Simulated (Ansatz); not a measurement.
# HfO2 (model cell, started as fluorite): a soft mode frozen in, part 3 of 3

Aim: this structure of HfO2 (model cell, started as fluorite) is to be tested for unstable modes, and one is followed downhill.

Ansatz 0.2.0; DFT PBEsol, scalar-relativistic, plane waves, PAW; PAW set soft_1.

So far. Step 5 (Energy along the mode, all amplitudes (two of the runs …): The lowest of the steps tried is at 0.22 Å, 19.2 meV/atom below the parent; the bottom of the well need not coincide with a step. Step 7 (The new phase in its own primitive cell): The largest force component left is 0.58 meV/Å and the pressure is -0.002 GPa, within the tolerances set. The cell now holds 10.96 Å³/atom. The relaxed cell has a = 3.567, c = 5.167 Å (conventional setting).

## Step 8: Modes of the new phase, k-mesh 6×6×6

A relaxed structure may still be a saddle point, so its zone-centre modes are computed. The response to a homogeneous field gives the Born charges and the dielectric tensor.

File input.yaml:

```yaml
crystal:
  lattice:
    - [3.5674995251, 0.0, 0.0]
    - [0.0, 3.5674995251, 0.0]
    - [0.0, 0.0, 5.1666616297]
  atoms:
    - { symbol: Hf, position: [0.0, 0.0, 0.0] }
    - { symbol: Hf, position: [0.5, 0.5, 0.5] }
    - { symbol: O, position: [0.0, 0.5, 0.799870232] }
    - { symbol: O, position: [0.5, 0.0, 0.200129768] }
    - { symbol: O, position: [0.0, 0.5, 0.299870232] }
    - { symbol: O, position: [0.5, 0.0, 0.700129768] }
kpoints:
  mp_grid: { grid: [6, 6, 6] }
hamiltonian:
  xc: pbesol
  pseudopotentials: { kind: paw, azcp: { folder: soft_1 }, xc_functional: pbe }
scf:
  occupations: { method: fixed }
output:
  eigenvalues: true
phonons:
  method: dfpt
  dielectric: true
  rigid_motions: translations
```

On the command line:

```
$ ansatz run input.yaml --threads 8 --pin off --max-ram 16384MiB --backend cpu --events-out ev --progress --plain --runs-dir out
```

Numbers of over 12 decimals in the logs are rounded to 6 here.

The log of the run:

```text
[...]
Crystal: 6 atoms, lattice volume = 65.756 Å³
Basis set: ecut = 420 eV, 1277 PW (Γ), exchange–correlation on 48×48×72 points (8 copies of the dense FFT grid, shifted against one another)
Bands: 46, of which v1, the nominal top of the filled ones, is band 38 counted from 1 (37 counted from 0)
Symmetry: 16 space group operations
k-points: 112 of 216 (irreducible under 1 space group operation, time reversal used)
[...]
SCF iter   1: F=—  HF=-33453.181549 eV  |F-HF|=—  |Δ(HF+E_count)|=         —  Δρ=9.27e-2  dr2=4.27e0  ethr=3.10e-3  ⟨swp⟩=4.4  Hψ=14397  notcnv=0  defer=448
[...]
SCF iter  11: F=-33451.857514 eV  HF=-33451.857514 eV  |F-HF|=7.28e-12  |Δ(HF+E_count)|=  9.24e-10  Δρ=2.04e-7  dr2=2.12e-11  ethr=1.00e-12  ⟨swp⟩=5.7  Hψ=54066  notcnv=0
SCF 1 converged in 11 iterations: F = -33451.857514 eV  dr2 = 2.12e-11
  Residual-converged pass: ⟨swp⟩=1.1  Hψ=5751  notcnv=0  max |occ|·‖R‖ = 9.2e-9 eV (tolerance 1.0e-8 eV)  dr2=2.12e-11  dr2_onsite=7.19e-12  max |Δocc| = 0.0e0
[...]
DFPT response loops at Γ: preconditioner auto → none (the input reference at scf.mixing.eps_inf says where Resta's filter doesn't serve); β = 0.50; Broyden in place of MSR1
── the response to a field inside a basis, on 6×6×6 k-points: an SCF that follows is theirs, and a resumed run solves both again ──
Bands: 39, of which v1, the nominal top of the filled ones, is band 38 counted from 1 (37 counted from 0)
k-points: 18 of 216
[...]
Eigensolver: Dense (18 Hₖ)
SCF iter   1: F=—  HF=-33451.786328 eV  |F-HF|=—  |Δ(HF+E_count)|=         —  Δρ=3.85e-4  dr2=1.83e-5  ethr=1.00e-1
[...]
SCF iter   5: F=-33451.786332 eV  HF=-33451.786332 eV  |F-HF|=6.08e-9  |Δ(HF+E_count)|=   3.28e-7  Δρ=1.27e-5  dr2=5.50e-8  ethr=5.42e-10
SCF 1 converged in 5 iterations: F = -33451.786332 eV  dr2 = 5.50e-8
[...]
SCF converged after 11 iterations
Free energy (F): -33451.857514 eV
[...]
Internal energy: -33451.857514 eV  (E = F + TS)
E sigma→0 (E₀):  -33451.857514 eV
Fermi energy:    13.779124 eV
[...]
--- Band table (eV; the first three rows and the last of 112) ---
  k-point 0: bands = [... 34 lower, 13.1792, 13.6550, 13.6953, 13.6953, 18.3467, 18.4001, 19.5607, 19.8860, ... 4 higher]
  k-point 1: bands = [... 34 lower, 12.7022, 13.2333, 13.7136, 13.7136, 18.4830, 18.4988, 19.5626, 19.7640, ... 4 higher]
  k-point 2: bands = [... 34 lower, 13.0159, 13.0159, 13.7491, 13.7491, 18.7187, 18.8921, 19.4518, 19.5531, ... 4 higher]
  k-point 111: bands = [... 34 lower, 12.3754, 12.3754, 13.7791, 13.7791, 19.6616, 19.6616, 19.9068, 19.9068, ... 4 higher]
--- Phonons (Γ-DFPT): 5 representative perturbations + reference, on 112 of 216 k-points (Σ response iterations 21) ---
  k mesh reduced under 1 symmetry operation, with k and −k counted as one. Each operation leaves every solved perturbation unchanged. A smaller set is not considered because the run solves the response to a homogeneous field
  ASR residual: 7.783e-5 → 0.000e0 eV/Å²; symmetrization residual: 1.662e-5 eV/Å²
  ASR residual per site (eV/Å²): 7.78e-5 7.78e-5 5.57e-5 5.57e-5 5.57e-5 5.57e-5
  Γ frequencies (cm⁻¹): 0.00 0.00 0.00 77.76 77.76 99.10 99.10 222.85 297.09 314.34 440.39 440.39 456.43 456.43 589.76 650.08 662.27 662.27
  ε∞ (high-frequency dielectric tensor):
        5.349617     0.000000     0.000000
        0.000000     5.349617     0.000000
        0.000000     0.000000     4.847926
  ε⁰ (static dielectric tensor: ions relaxed, cell fixed):
      114.829877    -0.000000    -0.000000
       -0.000000   114.829877    -0.000000
       -0.000000    -0.000000    17.986458
  ε⁰ − ε∞ (ionic part):
      109.480259    -0.000000    -0.000000
       -0.000000   109.480259    -0.000000
       -0.000000    -0.000000    13.138533
  softest optical mode at Γ: 77.76 cm⁻¹; the repairs (sum rule, projections) moved no ω² at Γ by more than (2.46 cm⁻¹)²
  Born effective charges Z* (e; rows j = field, columns β = displacement):
    site 0:
         5.54954    0.00000   -0.00000
        -0.00000    5.54954   -0.00000
         0.00000    0.00000    4.85144
    site 1:
         5.54954    0.00000    0.00000
        -0.00000    5.54954    0.00000
         0.00000    0.00000    4.85144
    site 2:
        -2.11078   -0.00000   -0.00000
         0.00000   -3.43876   -0.00000
        -0.00000    0.00000   -2.42572
    site 3:
        -3.43876   -0.00000   -0.00000
         0.00000   -2.11078   -0.00000
        -0.00000   -0.00000   -2.42572
    site 4:
        -3.43876   -0.00000    0.00000
         0.00000   -2.11078    0.00000
         0.00000    0.00000   -2.42572
    site 5:
        -2.11078   -0.00000   -0.00000
         0.00000   -3.43876    0.00000
         0.00000   -0.00000   -2.42572
  Z* charge neutrality: 3.075e-3 e pre-enforcement
  solved inside a basis spanned on kpoints, on 6×6×6 k-points, its susceptibility summed on 10×10×8: ε∞ is read to err by 1.4e-2, Z* by 2.8e-2 e (field_mesh: kpoints solves on kpoints); Z* is corrected for what the basis lacks
  optical modes at Γ without the LO–TO term, one row a degenerate level:
      ω (cm⁻¹)  modes    IR ((D/Å)²/amu)
         77.76      2            38.7568
         99.10      2             0.0000
        222.85      1             0.0000
        297.09      1             0.0000
        314.34      1            40.0245
        440.39      2             0.0000
        456.43      2            71.0731
        589.76      1             0.0000
        650.08      1             0.0000
        662.27      2             0.0000
  optical modes at Γ + LO–TO along q̂ = [1.0000, 0.0000, 0.0000]:
      ω (cm⁻¹)  modes    IR ((D/Å)²/amu)
         77.76      1            19.3784
         99.10      2             0.0000
        222.85      1             0.0000
[...]
optical modes at Γ + LO–TO along q̂ = [0.0000, 1.0000, 0.0000]:
      ω (cm⁻¹)  modes    IR ((D/Å)²/amu)
[...]
662.27      2             0.0000
        701.72      1            52.0889
  optical modes at Γ + LO–TO along q̂ = [0.0000, 0.0000, 1.0000]:
      ω (cm⁻¹)  modes    IR ((D/Å)²/amu)
         77.76      2            38.7568
         99.10      2             0.0000
        222.85      1             0.0000
        297.09      1             0.0000
        440.39      2             0.0000
        456.43      2            71.0731
        589.76      1             0.0000
        605.47      1            40.0245
        650.08      1             0.0000
        662.27      2             0.0000
```

Run time: 53 s. Hardware: 8 threads of Arm Neoverse V2, shared host; peak memory 1.7 GiB.

This step gave:

| Item | Value |
| --- | --- |
| sum-rule residual before enforcement | 7.78e-5 eV/Å² |
| miss of the charge sum rule | 0.003075 e |
| estimated error of the dielectric tensor | 0.01442 |
| estimated error of the Born charges | 0.02751 e |
| point group | 4/mmm |
| highest optical mode at the zone centre (no LO-TO term) | 662.3 cm⁻¹ |
| lowest optical zone-centre mode | 77.76 cm⁻¹ |
| mean high-frequency dielectric constant | 5.182 |
| largest Born charge (third of the trace) | 5.317 e |
| mean static dielectric constant | 82.55 |
| top of the zone-centre spectrum with the field | 701.7 cm⁻¹ |

Without the LO-TO term. Patterns of degenerate modes are one choice out of their space. The modes at Γ (shares of kinetic energy by element, %):

```csv
mode,frequency (cm⁻¹),symmetry,Hf %,O %
1,0.0,acoustic,85,15
2,0.0,acoustic,85,15
3,0.0,acoustic,85,15
4,77.8,Eu,9,91
5,77.8,Eu,9,91
6,99.1,Eg,98,2
7,99.1,Eg,98,2
8,222.8,B1g,96,4
9,297.1,A1g,0,100
10,314.3,A2u,15,85
11,440.4,Eg,1,99
12,440.4,Eg,1,99
13,456.4,Eu,7,93
14,456.4,Eu,7,93
15,589.8,B1g,4,96
16,650.1,B2u,0,100
17,662.3,Eg,1,99
18,662.3,Eg,1,99
```

Displacements in mode 5 (77.8 cm⁻¹), the largest set to 1:
```
Hf1 -0.09  0.00  0.00
Hf2 -0.09  0.00  0.00
O3   1.00  0.00  0.00
O4   0.03  0.00  0.00
O5   0.03  0.00  0.00
O6   1.00  0.00  0.00
```

Displacements in mode 18 (662.3 cm⁻¹), the largest set to 1:
```
Hf1  0.03  0.00  0.00
Hf2 -0.03  0.00  0.00
O3  -0.05  0.00  0.00
O4  -1.00  0.00  0.00
O5   1.00  0.00  0.00
O6   0.05  0.00  0.00
```

Optical modes at the zone centre, without and with the macroscopic field of the longitudinal modes; each column is sorted by frequency, so a row need not hold one and the same mode. Modes with and without the field, by row:

```
rank among optical modes  no field (cm⁻¹)  q along (1, 0, 0) (cm⁻¹)  q along (0, 0, 1) (cm⁻¹)
                       1             77.8                      77.8                      77.8
                       2             77.8                      99.1                      77.8
                       3             99.1                      99.1                      99.1
                       4             99.1                     222.8                      99.1
                       5            222.8                     234.3                     222.8
                       6            297.1                     297.1                     297.1
                       7            314.3                     314.3                     440.4
                       8            440.4                     440.4                     440.4
                       9            440.4                     440.4                     456.4
                      10            456.4                     456.4                     456.4
                      11            456.4                     589.8                     589.8
                      12            589.8                     650.1                     605.5
                      13            650.1                     662.3                     650.1
                      14            662.3                     662.3                     662.3
                      15            662.3                     701.7                     662.3
```

Born charge (rows field, columns displacement) (e), principal values of the symmetric part by kind of site:

```csv
atom,atoms with these values,low,middle,high,mean
Hf1,2,4.85,5.55,5.55,5.32
O3,4,-3.44,-2.43,-2.11,-2.66
```

In full for Hf1:

```
5.55 0.00 0.00
0.00 5.55 0.00
0.00 0.00 4.85
```

High-frequency dielectric tensor:

```
5.35 0.00 0.00
0.00 5.35 0.00
0.00 0.00 4.85
```

Static dielectric tensor (ions relaxed, fixed cell):

```
114.8   0.0   0.0
  0.0 114.8   0.0
  0.0   0.0  18.0
```

Transverse modes. Infrared lines, with heights relative to the strongest:

| position (cm⁻¹) | label | relative intensity |
| --- | --- | --- |
| 78 | Eu | 55 |
| 99 | Eg | 0.0 |
| 223 | B1g | 0.0 |
| 297 | A1g | 0.0 |
| 314 | A2u | 56 |
| 440 | Eg | 0.0 |
| 456 | Eu | 100 |
| 590 | B1g | 0.0 |
| 650 | B2u | 0.0 |
| 662 | Eg | 0.0 |

Before it was imposed, the acoustic sum rule was missed by 7.8e-5 eV/Å² and the charge sum rule by 0.0031 e. Small misses are needed for a sound result but don't prove that mesh and cutoff are converged. The lowest optical mode is real, 77.8 cm⁻¹.

## Step 9: Summary of results

```yaml
unstable_mode_of_the_parent: q = (0, -0.5, -0.5), 221i cm⁻¹
depth_at_the_lowest_point_sampled: 19.2 meV/atom
largest_atomic_shift_at_that_point: 0.22 Å
space_group_reached_within_0p01_a: P4_2/nmc
energy_gained_over_the_parent_first_relaxation_on_the_mesh_of_the_frozen_mode: 26.0 meV/atom
volume_per_atom_phase_reached: 11.0 Å³
gap_on_the_k_mesh_phase_reached: 4.57 eV
lowest_optical_zone_centre_mode_phase_reached: 77.8 cm⁻¹
highest_optical_mode_at_the_zone_centre_no_lo_to_term_phase_reached: 662 cm⁻¹
```

**Reading.** Along this mode the structure falls into P4_2/nmc, 26.0 meV/atom below the parent. At the parent's cell the well is 19.20 meV/atom deep on the steps tried, with its lowest point at a shift of 0.22 Å. Relaxing atoms and cell changes the gain by +6.81 meV/atom against the lowest step (energies at zero smearing). The new phase has no imaginary mode at the zone centre of its cell; other wavevectors were not checked. Each path keeps the symmetry of its pattern, so a lower phase may lie along a pattern not tried. The program warns that the interpolation holds no quadrupole term, so branches close to Γ can be off in this crystal. Spin-orbit coupling is left out, which can matter for the heavy elements here. The PAW files were made for PBE and serve the other functionals too. The starting cell was built on a prototype and not taken from a measurement, so the phase need not exist.

[Logs are printed without paths, hosts, clocks, repeated set-up lines and the standing remarks that a program may print on its own settings, such as how far it seeks lower states.]

[Hosts, paths, dates, database ids (printed as entryN), source tags and the programs' standing remarks are cut or masked in the printed files.]
